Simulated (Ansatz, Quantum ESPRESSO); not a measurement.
# Evanescent states of SrO, rock salt type, lattice constant set to 4.943 Å, part 3 of 3

How good a tunnel barrier is SrO, rock salt type, lattice constant set to 4.943 Å?

Quantum ESPRESSO 7.5; plane-wave DFT, LDA, PseudoDojo norm-conserving pseudopotentials; cross-check by Ansatz 0.2.0 with PAW datasets.

So far. Step 2 (Ground state): The run needed 13 iterations to bring the estimated error under 1e-09 Ry.

**4. Complex bands with pwcond.x, with epsproj = 0.001**

Level of this step: complex band structure by pwcond; plane-wave DFT, LDA, PseudoDojo norm-conserving pseudopotentials (Quantum ESPRESSO).

A sensitivity test on the input.

The input, cbs.w.in:

```
&inputcond
  outdir = './out'
  prefixl = 'scf'
  band_file = 'cbs.w'
  ikind = 0
  ewind = 4.0
  epsproj = 0.001
  nz1 = 7
  energy0 = 6.9
  denergy = -0.23
/
4
  0.00000000 0.00000000 1.00000000
  0.50000000 0.00000000 1.00000000
  0.50000000 0.50000000 1.00000000
  0.25000000 0.00000000 1.00000000
40
```

Run with:

```
> OMP_NUM_THREADS=1 mpirun -n 2 pwcond.x -in cbs.w.in > cbs.w.out
```

Numbers of over 12 decimals in the logs are rounded to 6 here.

What it wrote:

```text
[banner, memory and clock lines left out]
Program PWCOND v.7.5 starts
[citation notice left out]

[...]
./out/scf.save/

     IMPORTANT: XC functional enforced from input :
     Exchange-correlation= PW
                           (   1   4   0   0   0   0   0)
     Any further DFT definition will be discarded
     Please, verify this is what you really want

     Check: negative core charge=   -0.000003
     Reading collected, re-writing distributed wavefunctions

===== INPUT FILE containing the left lead =====

     GEOMETRY:

     lattice parameter (alat)  =       6.6050  a.u.
     the volume                =     407.5102 (a.u.)^3
     the cross section         =      43.6264 (a.u.)^2
     l of the unit cell        =       1.4142 (alat)
     number of atoms/cell      =            4
     number of atomic types    =            2

     crystal axes: (cart. coord. in units of alat)
               a(1) = (  1.0000  0.0000  0.0000 )
               a(2) = (  0.0000  1.0000  0.0000 )
               a(3) = (  0.0000  0.0000  1.4142 )

   Cartesian axes

     site n.     atom                  positions (alat units)
          1        Sr     tau(  1)=(  0.0000  0.0000  1.4142  )
          2        O      tau(  2)=(  0.5000  0.5000  1.4142  )
          3        Sr     tau(  3)=(  0.5000  0.5000  0.7071  )
          4        O      tau(  4)=(  0.0000  0.0000  0.7071  )

     nr1s                      =           36
     nr2s                      =           36
     nr3s                      =           54
     nr1sx                     =           36
     nr2sx                     =           36
     nr3sx                     =           54
     nr1                       =           36
     nr2                       =           36
     nr3                       =           54
     nr1x                      =           36
     nr2x                      =           36
     nr3x                      =           54

 _______________________________
  Radii of nonlocal spheres:

     type       ibeta     ang. mom.          radius (alat units)
       Sr         1         0                    0.2468
       Sr         2         0                    0.2513
       Sr         3         1                    0.1998
       Sr         4         1                    0.1998
       Sr         5         2                    0.2332
       Sr         6         2                    0.2332
       O          1         0                    0.2029
       O          2         0                    0.2044
       O          3         1                    0.2180
       O          4         1                    0.2195
       O          5         2                    0.2059
----- General information -----

----- Complex band structure calculation -----

     nrx                       =           36
     nry                       =           36
     nz1                       =            7

     energy0               =         6.9E+00
     denergy               =        -2.3E-01
     nenergy               =         40
     ecut2d                =         7.2E+01
     ewind                 =         4.0E+00
     epsproj               =         1.0E-03

     number of k_|| points=    4
                       cryst. coord.
        k(    1) = (   0.0000000   0.0000000), wk =   0.2500000
        k(    2) = (   0.5000000   0.0000000), wk =   0.2500000
        k(    3) = (   0.5000000   0.5000000), wk =   0.2500000
        k(    4) = (   0.2500000   0.0000000), wk =   0.2500000
----- Information about left lead -----

     nocros                   =           31
     noins                    =           31
     norb                     =           93
     norbf                    =           93
     nrz                      =           54

      iorb      type   ibeta   ang. mom.   m       position (alat)
        1        1       1        0        1   taunew(   1)=(  0.0000  0.0000  0.0000)
        2        1       2        0        1   taunew(   2)=(  0.0000  0.0000  0.0000)
[...]
93        2       5        2        5   taunew(  93)=(  0.5000  0.5000  1.4142)
 ngper, shell number =          241          35
 ngper, n2d =          241          63
---  E-Ef =    6.9000000  k =    0.0000000   0.0000000
---  ie =          1  ik =          1
 Nchannels of the left tip =            3
 Right moving states:
   k1(2pi/a)   k2(2pi/a)   E-Ef (eV)
   0.2018460  -0.0000000   6.9000000
   0.2018460  -0.0000000   6.9000000
  -0.4743799  -0.0000000   6.9000000
 Left moving states:
   k1(2pi/a)   k2(2pi/a)   E-Ef (eV)
  -0.2018460   0.0000000   6.9000000
  -0.2018460   0.0000000   6.9000000
   0.4743799  -0.0000000   6.9000000

---  E-Ef =    6.6700000  k =    0.0000000   0.0000000
---  ie =          2  ik =          1
 Nchannels of the left tip =            3
 Right moving states:
   k1(2pi/a)   k2(2pi/a)   E-Ef (eV)
   0.1483564   0.0000000   6.6700000
   0.1483564   0.0000000   6.6700000
   0.4825138  -0.0000000   6.6700000
 Left moving states:
   k1(2pi/a)   k2(2pi/a)   E-Ef (eV)
  -0.1483564   0.0000000   6.6700000
  -0.1483564   0.0000000   6.6700000
  -0.4825138  -0.0000000   6.6700000
[... further energies and points left out ...]
---  E-Ef =   -1.8400000  k =    0.2500000   0.0000000
---  ie =         39  ik =          4
 Nchannels of the left tip =            1
 Right moving states:
   k1(2pi/a)   k2(2pi/a)   E-Ef (eV)
  -0.4628895   0.0000000  -1.8400000
 Left moving states:
   k1(2pi/a)   k2(2pi/a)   E-Ef (eV)
   0.4628895   0.0000000  -1.8400000

---  E-Ef =   -2.0700000  k =    0.2500000   0.0000000
---  ie =         40  ik =          4
 Nchannels of the left tip =            0
 Right moving states:
   k1(2pi/a)   k2(2pi/a)   E-Ef (eV)
 Left moving states:
   k1(2pi/a)   k2(2pi/a)   E-Ef (eV)

[...]
```

Wall time 2.2 min (2 MPI ranks of Arm Neoverse N1, shared host); peak memory 0.1 GiB; 4.3 min of CPU time.

The changed values were drawn from a wide range, not chosen for quality; the comparison shows what they did here together.

Beside the run it was changed from:

```tsv
quantity	this run	unchanged run	difference
peak of the smallest κ at the zone centre (Å⁻¹)	0.284	0.284	0
peak of the smallest κ at (1/2, 0) (Å⁻¹)	0.427	0.425	0.0020
peak of the smallest κ at (1/2, 1/2) (Å⁻¹)	0.322	0.325	-0.0030
wall time (s)	130	237
```

The physical values in this table move by up to 0.92 %.

**5. The same in Ansatz**

As a check, the same structure is run in Ansatz.

Level of this step: plane-wave DFT, LDA, Ansatz PAW (Ansatz 0.2.0).

The input, input.yaml:

```yaml
crystal:
  lattice:
    - [3.4952288194, 0.0, 0.0]
    - [0.0, 3.4952288194, 0.0]
    - [0.0, 0.0, 4.943]
  atoms:
    - { symbol: Sr, position: [0.0, 0.0, 0.0] }
    - { symbol: O, position: [0.5, 0.5, 0.0] }
    - { symbol: Sr, position: [0.5, 0.5, 0.5] }
    - { symbol: O, position: [0.0, 0.0, 0.5] }
kpoints:
  mp_grid: { grid: [8, 8, 6] }
hamiltonian:
  xc: lda
scf:
  occupations: { method: fixed }
  convergence: { dr2_threshold: 1.0e-09 }
output:
  transmission:
    leads: [[0, 0]]
    kpoints: [[0, 0], [0.5, 0], [0.5, 0.5], [0.25, 0]]
    e_range: [-2.07, 6.9]
    de: 0.23
```

Run with:

```
> ansatz run input.yaml --threads 2 --pin off --max-ram 4096MiB --backend cpu --events-out ev --progress --plain --runs-dir out
```

What it wrote:

```text
Engine: ansatz 0.2.0, aarch64-unknown-linux-gnu
Pseudopotentials: kind: paw
Pseudopotential: Sr, paw, valence charge 10, recommended cutoff 420 eV (normal), Sr.paw.azcp
Pseudopotential: O, paw, valence charge 6, recommended cutoff 420 eV (normal), O.paw.azcp
Functional definition: SPW92
  exchange = slater_x
  correlation = pw_c
Crystal: 4 atoms, lattice volume = 60.387 Å³
Basis set: ecut = 420 eV, 1197 PW (Γ)
Bands: 20, of which v1, the nominal top of the filled ones, is band 16 counted from 1 (15 counted from 0)
Symmetry: 32 space group operations
Space group: Fm-3m (ITA 225), of the structure as read, at distance tolerance 3.9e-5 Å
k-points: 60 of 384
Non-local potential: Sr, projectors of the file, l = 0: 3, l = 1: 2, l = 2: 2
Non-local potential: O, projectors of the file, l = 0: 2, l = 1: 2, l = 2: 1
PAW form: soft (Blöchl's): semilocal exchange-correlation on the pseudo side does not see the compensation charge
PAW frozen core: Sr, regenerated for the run's functional, and the local potential with it (the file was generated under x = pbe(κ = 0.804, μ = 0.219515), c = pbe(β = 0.066725))
PAW frozen core: O, regenerated for the run's functional, and the local potential with it (the file was generated under x = pbe(κ = 0.804, μ = 0.219515), c = pbe(β = 0.066725))
PAW one-centre angular grid: Sr, 110 points (default); XC on 64 Gauss nodes
PAW one-centre angular grid: O, 110 points (default); XC on 64 Gauss nodes
Initial density: superposition of atomic densities (neutral atoms: chi_scale 0, normalization atom), corrected by the library's trained network
Initial wavefunctions: pseudopotential atomic-orbital guess
Functional: x = slater, c = lda
SCF iter   1: F=—  HF=-8005.580170 eV  |F-HF|=—  |Δ(HF+E_count)|=         —  Δρ=1.68e-2  dr2=1.68e-1  ethr=1.77e-3  ⟨swp⟩=5.5  Hψ=6286  notcnv=0  defer=90
preconditioner: auto → none  [insulator: Δε(μ)=2.749 eV  Ē_g=14.819 eV  n_scr=14 (ndim 8)  ℏωp=25.3 eV  f_vac=0.000  ε∞_Penn≈3.9]
SCF iter   2: F=—  HF=-8005.572243 eV  |F-HF|=—  |Δ(HF+E_count)|=   7.93e-3  Δρ=1.67e-2  dr2=1.36e-1  ethr=5.26e-4  ⟨swp⟩=2.5  Hψ=2697  notcnv=0  defer=112
SCF iter   3: F=—  HF=-8005.539461 eV  |F-HF|=—  |Δ(HF+E_count)|=   3.28e-2  Δρ=2.20e-3  dr2=1.19e-3  ethr=4.26e-4  ⟨swp⟩=2.1  Hψ=1710  notcnv=0  defer=108
SCF iter   4: F=—  HF=-8005.539099 eV  |F-HF|=—  |Δ(HF+E_count)|=   3.62e-4  Δρ=3.04e-4  dr2=2.86e-5  ethr=3.71e-6  ⟨swp⟩=2.1  Hψ=2074  notcnv=0  defer=117
SCF iter   5: F=—  HF=-8005.539092 eV  |F-HF|=—  |Δ(HF+E_count)|=   7.23e-6  Δρ=1.20e-4  dr2=5.22e-6  ethr=8.95e-8  ⟨swp⟩=2.9  Hψ=2188  notcnv=0  defer=86
SCF iter   6: F=—  HF=-8005.539088 eV  |F-HF|=—  |Δ(HF+E_count)|=   4.24e-6  Δρ=2.02e-5  dr2=1.72e-7  ethr=1.63e-8  ⟨swp⟩=2.1  Hψ=2050  notcnv=0  defer=66
SCF iter   7: F=—  HF=-8005.539090 eV  |F-HF|=—  |Δ(HF+E_count)|=   1.64e-6  Δρ=2.92e-6  dr2=4.72e-9  ethr=5.38e-10  ⟨swp⟩=2.1  Hψ=1802  notcnv=0  defer=18
SCF iter   8: F=-8005.539090 eV  HF=-8005.539090 eV  |F-HF|=1.15e-10  |Δ(HF+E_count)|=  8.77e-10  Δρ=5.13e-7  dr2=1.35e-10  ethr=3.13e-12  ⟨swp⟩=5.5  Hψ=5112  notcnv=0
SCF 1 converged in 8 iterations: F = -8005.539090 eV  dr2 = 1.35e-10
  greatest PAW one-centre occupation: 0.987 electrons in one spin orbital (limit 2), on the Sr atom at site 2 (counted from 0), in its partial waves of l = 0
transmission: 10 of 40 steps passed
transmission: 20 of 40 steps passed
transmission: 30 of 40 steps passed
transmission: 40 of 40 steps passed
SCF converged after 8 iterations
Free energy (F): -8005.539090 eV
Harris-Foulkes:  -8005.539090 eV  (|F-HF|=1.15e-10)
Internal energy: -8005.539090 eV  (E = F + TS)
E sigma→0 (E₀):  -8005.539090 eV
Fermi energy:    8.942693 eV
--- Per-component energies (eV) ---
  E_band       = -75.432876
  E_kinetic    = 852.695223
  E_local      = -1621.098463  (includes V_loc(G=0)·N_el)
  E_nonlocal   = 513.568936
  E_hartree    = 429.306662
  E_xc         = -494.984318
  E_vxc        = -518.950974  (∫ρ·V_xc dr)
  E_paw        = -5488.406825  (= ΣΔE_a)
  E_vpaw       = -160.266263  (= ΣTr[D̂ρ^β])
  E_aug_tail   = 0.005005  (compensation charges beyond the density's cutoff)
  E_ewald      = -2197.407423
  E_core_change = 0.782114  (= ΣΔE_core)
  E_smearing   = -0.000000  (= −TS)
  E_closure    = -0.000000  (closes the sum)
  Σ components = -8005.539090   (vs F -8005.539090, Δ=0.00e0)
--- Band table (eV; the first three rows and the last of 60) ---
  k-point 0: bands = [... 12 lower, 8.9084, 8.9084, 8.9427, 8.9427, 11.9562, 13.6251, 15.3192, 15.3192]
  k-point 1: bands = [... 12 lower, 8.8750, 8.8750, 8.9133, 8.9133, 12.0995, 14.0421, 14.9117, 15.6690]
  k-point 2: bands = [... 12 lower, 8.8179, 8.8179, 8.8507, 8.8507, 12.5223, 14.0572, 14.8279, 16.5881]
  k-point 59: bands = [... 12 lower, 8.6539, 8.6539, 8.6539, 8.6539, 15.1412, 15.1412, 15.1412, 15.1412]
--- Transmission ---
  basis      : 109 plane waves across, 10 finite elements along
  points     : 4, as listed
  energies   : 40 from -2.070000 to 6.900000 eV about the Fermi level, 0.230000 eV apart; the leads are filled to 1.506750 eV, and channels, transmission and decay are at 1.610000 eV
  crystal 0  : Sr2O2, at the sites [0, 0], period 4.9430 Å: whole cells are its period
    offset         : up to 0.0000 Å between an atom of the period and one for which it stands
    channels       : 0.000000e0 a spin
    conductance    : none, the energies end too early or step too widely for 300 K: set another output.transmission.e_range or a lower de, or, where they end at an eighth of basis.ecutwfc, a higher one
    slowest decay  : 0.2694 /Å at (0.0000, 0.0000)
```

Run time: 27 s. Hardware: 2 threads; peak memory 0.37 GiB; 35 s of CPU time.

Read from the output:

- free energy: -8005.5391 eV
- gap by band count: 3.013 eV
- symmetry operations: 32
- slowest decay at the grid energy nearest mid-gap: 0.2694 Å⁻¹
- peak of the smallest κ at the zone centre: 0.2833 Å⁻¹
- energy of the peak at the zone centre: 2.53 eV
- peak of the smallest κ at (1/2, 0): 0.4264 Å⁻¹
- peak of the smallest κ at (1/2, 1/2): 0.3253 Å⁻¹
- peak of the smallest κ at (1/4, 0): 0.3408 Å⁻¹
- valence top, on the run's zero: 8.943 eV

K across = (0, 0) in the cell's reciprocal vectors; values within 0.0025 1/Å of each other count once, columns are sorted by size at each energy, a dash where no further value was kept. Im kz of the slowest decaying states against energy, zero at the highest filled level of the SCF mesh:

```tsv
energy (eV)	decay 1 (Å⁻¹)	decay 2 (Å⁻¹)	decay 3 (Å⁻¹)
-2.07	0.248	0.930	1.22
-1.84	0.191	0.896	1.19
-1.38	0.815	1.13	-
-1.15	0.765	1.11	1.49
-0.92	0.706	1.08	1.47
-0.46	0.523	1.01	1.42
-0.23	0.316	0.980	1.40
0.00	0.0499	0.143	0.190
0.46	0.179	0.263	0.491
0.69	0.208	0.300	0.533
0.92	0.230	0.330	0.558
1.38	0.260	0.376	0.583
1.61	0.269	0.394	0.588
1.84	0.276	0.410	0.590
2.30	0.283	0.436	0.468
2.53	0.283	0.386	0.447
2.99	0.0855	0.276	0.465
3.22	0.269	0.472	0.548
3.45	0.259	0.478	0.535
3.91	0.224	0.488	0.503
4.14	0.197	0.484	0.491
4.37	0.157	0.463	0.494
4.83	0.415	0.498	0.700
5.06	0.386	0.498	0.661
5.29	0.354	0.498	0.623
5.75	0.274	0.495	0.551
5.98	0.220	0.493	0.519
6.21	0.143	0.488	0.978
6.67	0.163	0.433	0.480
6.90	0.210	0.407	0.475
```

K across = (0, 0) in the cell's reciprocal vectors. Re kz of states that move upwards against energy, zero at the highest filled level of the SCF mesh:

```tsv
energy (eV)	channel 1 (Å⁻¹)	channel 2 (Å⁻¹)	channel 3 (Å⁻¹)
-2.07	-	-	-
-1.61	-	-	-
-1.15	-0.431	-0.381	-
-0.69	-0.283	-0.256	-
-0.46	-0.203	-0.196	-
0.00	-	-	-
0.46	-	-	-
0.92	-	-	-
1.38	-	-	-
1.84	-	-	-
2.30	-	-	-
2.53	-	-	-
2.99	-	-	-
3.45	0.371	-	-
3.91	0.536	-	-
4.37	-0.605	-	-
4.83	-0.491	0.119	-
5.29	-0.383	0.267	-
5.52	-0.328	0.329	-
5.98	-0.209	0.448	-
6.44	0.0895	0.0895	0.563
6.90	-0.598	0.261	0.261
```

K across = (1/2, 0) in the cell's reciprocal vectors; values within 0.0025 1/Å of each other count once, columns are sorted by size at each energy, a dash where no further value was kept. The Im kz of the slowest decaying states by energy, zero at the highest filled level of the SCF mesh:

```tsv
energy (eV)	decay 1 (Å⁻¹)	decay 2 (Å⁻¹)	decay 3 (Å⁻¹)
-2.07	0.429	0.642	-
-1.84	0.196	0.331	0.555
-1.61	0.216	0.350	0.417
-1.38	0.437	-	-
-1.15	0.328	0.495	-
-0.92	0.482	0.536	-
-0.69	0.560	0.567	-
-0.46	0.590	0.610	-
-0.23	0.133	0.607	0.646
0.00	0.202	0.620	0.672
0.46	0.279	0.636	0.708
0.69	0.305	0.641	0.720
0.92	0.326	0.643	0.730
1.15	0.344	0.644	0.736
1.38	0.358	0.643	0.741
1.61	0.371	0.640	0.744
1.84	0.382	0.636	0.746
2.07	0.391	0.631	0.746
2.30	0.398	0.624	0.745
2.53	0.405	0.616	0.743
2.76	0.410	0.607	0.740
2.99	0.414	0.597	0.736
3.22	0.417	0.585	0.731
3.45	0.420	0.571	0.725
3.68	0.421	0.557	0.718
3.91	0.422	0.540	0.710
4.14	0.422	0.522	0.701
4.37	0.422	0.501	0.692
4.83	0.426	0.445	0.670
5.06	0.420	0.657	1.24
5.29	0.402	0.644	1.20
5.52	0.380	0.630	1.17
5.75	0.347	0.361	-
5.98	0.277	0.363	0.597
6.21	0.187	0.353	0.579
6.44	0.339	0.559	0.980
6.67	0.319	0.538	0.918
6.90	0.290	0.514	0.843
```

K across = (1/2, 1/2) in the cell's reciprocal vectors; values within 0.0025 1/Å of each other count once, columns are sorted by size at each energy, a dash where no further value was kept. Table of Im kz of the slowest decaying states by energy, zero at the highest filled level of the SCF mesh:

```tsv
energy (eV)	decay 1 (Å⁻¹)	decay 2 (Å⁻¹)	decay 3 (Å⁻¹)
-2.07	0.286	0.858	-
-1.84	0.241	0.820	-
-1.61	0.179	0.778	-
-1.38	0.0612	0.730	-
-1.15	0.673	-	-
-0.92	0.604	-	-
-0.69	0.513	-	-
-0.46	0.367	-	-
-0.23	-	-	-
0.00	0.0151	0.0260	0.431
0.46	0.211	0.306	0.687
0.69	0.250	0.330	0.753
0.92	0.281	0.340	0.804
1.15	0.305	0.340	0.845
1.38	0.325	0.333	0.879
1.61	0.320	0.342	0.907
1.84	0.301	0.357	0.931
2.07	0.277	0.369	0.952
2.30	0.246	0.380	0.971
2.53	0.207	0.389	0.987
2.76	0.152	0.396	1.00
2.99	0.0469	0.402	1.01
3.22	0.407	1.02	-
3.45	0.411	1.03	-
3.68	0.414	1.04	-
3.91	0.417	1.05	1.49
4.14	0.418	1.06	1.46
4.37	0.418	1.06	1.44
4.83	0.416	1.07	1.39
5.06	0.414	1.07	1.36
5.29	0.410	1.08	1.34
5.52	0.406	1.08	1.31
5.75	0.401	1.08	1.28
5.98	0.395	1.08	1.25
6.21	0.388	1.08	1.22
6.44	0.380	1.09	1.19
6.67	0.370	1.09	1.16
6.90	0.358	1.09	1.12
```

K across = (1/4, 0) in the cell's reciprocal vectors; values within 0.0025 1/Å of each other count once, columns are sorted by size at each energy, a dash where no further value was kept. Im kz of the slowest decaying states against energy, zero at the highest filled level of the SCF mesh:

```tsv
energy (eV)	decay 1 (Å⁻¹)	decay 2 (Å⁻¹)	decay 3 (Å⁻¹)
-2.07	0.165	0.687	0.796
-1.61	0.547	0.689	1.41
-1.15	0.124	0.248	0.511
-0.69	0.234	0.428	0.441
-0.46	0.398	0.443	0.498
0.00	0.133	0.185	0.558
0.46	0.225	0.280	0.585
0.92	0.273	0.337	0.596
1.38	0.303	0.377	0.596
1.84	0.323	0.407	0.588
2.30	0.335	0.429	0.574
2.53	0.338	0.438	0.564
2.99	0.341	0.452	0.541
3.45	0.338	0.462	0.511
3.91	0.330	0.466	0.474
4.37	0.315	0.388	0.429
4.83	0.292	0.372	0.481
5.29	0.257	0.293	0.446
5.52	0.234	0.418	0.477
5.98	0.148	0.353	0.471
6.44	0.156	0.266	0.464
6.90	0.109	0.202	0.453
```

**6. The arithmetic**

T falls as exp(−2κd). With κ = 0.266 1/Å, 10 Å of barrier pass exp(−2 × 0.266 × 10) = 0.0049 of that channel, interfaces aside.

**7. Results**

```json
{
 "gap on the SCF mesh": "3.03 eV",
 "smallest κ at mid-gap among the four k points, at the zone centre": "0.266 Å⁻¹",
 "peak of the smallest κ in the stop band at the zone centre": "0.284 Å⁻¹",
 "peak of the smallest κ in the stop band at (1/2, 0)": "0.425 Å⁻¹",
 "peak of the smallest κ in the stop band at (1/2, 1/2)": "0.325 Å⁻¹",
 "peak of the smallest κ in the stop band at (1/4, 0)": "0.341 Å⁻¹",
 "energy of the peak at the zone centre, over the highest filled level": "2.30 eV",
 "peak at the zone centre by Ansatz": "0.283 Å⁻¹"
}
```

**Reading.** With a gap of 3.03 eV on the mesh, the smallest κ at mid-gap among the four k points, at the zone centre is 0.266 Å⁻¹ (LDA, PseudoDojo norm-conserving). For a barrier with the Fermi level at mid-gap the slowest state found, at the zone centre, loses a factor of ten in probability every 4.3 Å or so. Stop bands away from the zone centre are mostly wider than the gap, so their peaks can lie above the conduction bottom. At the zone centre pwcond's peak is 0.284 and Ansatz's 0.283 1/Å, 0 % apart. The cell is the a/√2 one, turned by 45°, with two primitive cells, so X along [001] folds onto kz = 0. A semilocal gap is too small, often by a third to a half and by more in narrow-gap crystals, so real barriers decay faster. Spin-orbit coupling is left out; depending on the atoms that carry the levels of interest, it can split and shift them by tens to hundreds of meV.

[Logs are printed without paths, hosts, clocks, repeated set-up lines and the standing remarks that a program may print on its own settings, such as how far it seeks lower states.]

[Hosts, paths, dates, database ids (printed as entryN), source tags and the programs' standing remarks are cut or masked in the printed files.]

[Maps of the electrostatic potential energy from Ansatz leave out the sawtooth potential of an applied field or a dipole correction, so their vacuum need not be flat; planar profiles and work functions include it.]
